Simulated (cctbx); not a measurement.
# What is wrong with this refinement?

Cell a = 3.5880 Å, b = 3.5880 Å, c = 9.0880 Å, α = 90.00°, β = 90.00°, γ = 120.00°; space group P6_3/mmc (no. 194). The compound is Ga2Re.

Simulated single-crystal data (cctbx): Mo Kα, λ = 0.71073 Å, to d = 0.84 Å, 95 % of the full sphere, strongest reflection 40000 counts, noise from counting, a 6 % proportional error and a noise floor of 2 counts (s.d.); no absorption.

An anisotropic refinement with weights 1/σ² prints:

```text
Rint 0.043, 51 unique reflections to 0.85 A
cycle     R1     wR2    GooF  max shift (A)
   1  0.1695  0.4825  25.102   0.00429
   3  0.0788  0.2461  12.801   0.00002
final R1 0.0788 wR2 0.2461 GooF 12.801  parameters 5  data/parameter 10.2
atom        x        y        z      Ueq    occ   su(xyz)  su(Uiso or U11)
Re1    0.66667  0.33333  0.75000   0.0101  1.000  0.00000  0.0029
In1    0.66667  0.33333  0.45738   0.0430  1.000  0.00137  0.0046
difference map: max 4.57 min -7.78 rms 1.63
Q1    0.3333  0.6667  0.2500    2    4.57  0.00 A from Re1
Q2    0.0484  0.5242  0.0399   12    3.07  1.16 A from In1
Q3    0.3333  0.6667  0.0911    4    2.83  1.22 A from In1
Q4    0.1944  0.3889  0.0417   12    2.49  1.15 A from In1
Q5    0.0000  0.3333  0.0000   12    2.40  1.26 A from In1
Q6    0.0000  0.0000  0.0000    2    2.34  2.11 A from In1
```

Q: Accept it or mend it, and why?

Mend it. The fault: wrong element: In1 is Ga. Against the right model at the same level, R1 goes from 0.0100 to 0.0788 and GooF from 0.96 to 12.80, U of In1 swells from 0.0187 to 0.0430 Å², the top difference peak, 4.6 e/Å³, lies on Re1 and a hole of -7.8 e/Å³ opens. In1 has 18 electrons too many and its U swells to shed them, as expected.

The compound is Ga2Re. The right model at the same level gives:

```text
Rint 0.043, 51 unique reflections to 0.85 A
cycle     R1     wR2    GooF  max shift (A)
   1  0.0206  0.0758   3.943   0.00461
   2  0.0100  0.0185   0.964   0.00000
final R1 0.0100 wR2 0.0185 GooF 0.964  parameters 5  data/parameter 10.2
atom        x        y        z      Ueq    occ   su(xyz)  su(Uiso or U11)
Re1    0.66667  0.33333  0.75000   0.0109  1.000  0.00000  0.0002
Ga1    0.66667  0.33333  0.45740   0.0187  1.000  0.00009  0.0003
difference map: max 0.43 min -0.77 rms 0.18
Q1    0.0062  0.3416  0.1282   24    0.44  1.43 A from Ga1
Q2    0.0000  0.0000  0.0000    2    0.38  2.11 A from Ga1
Q3    0.0811  0.1621  0.6929   12    0.30  1.94 A from Re1
Q4    0.0000  0.5000  0.0000    6    0.24  1.11 A from Ga1
Q5    0.1006  0.2012  0.5972   12    0.19  1.53 A from Ga1
Q6    0.2222  0.4444  0.0000   12    0.16  0.79 A from Ga1
```

Isotropic U is held between 0.0001 and 1 Å² by the program, and listed peak heights are interpolated, so they can pass the grid's maximum.

The model was made for the exercise: a known structure type with other elements put in, its volume estimated, not relaxed; displacement parameters are assumed.

[Middle refinement cycles are left out of these outputs.]

[Logs are printed without paths, hosts, clocks, repeated set-up lines and the standing remarks that a program may print on its own settings, such as how far it seeks lower states.]
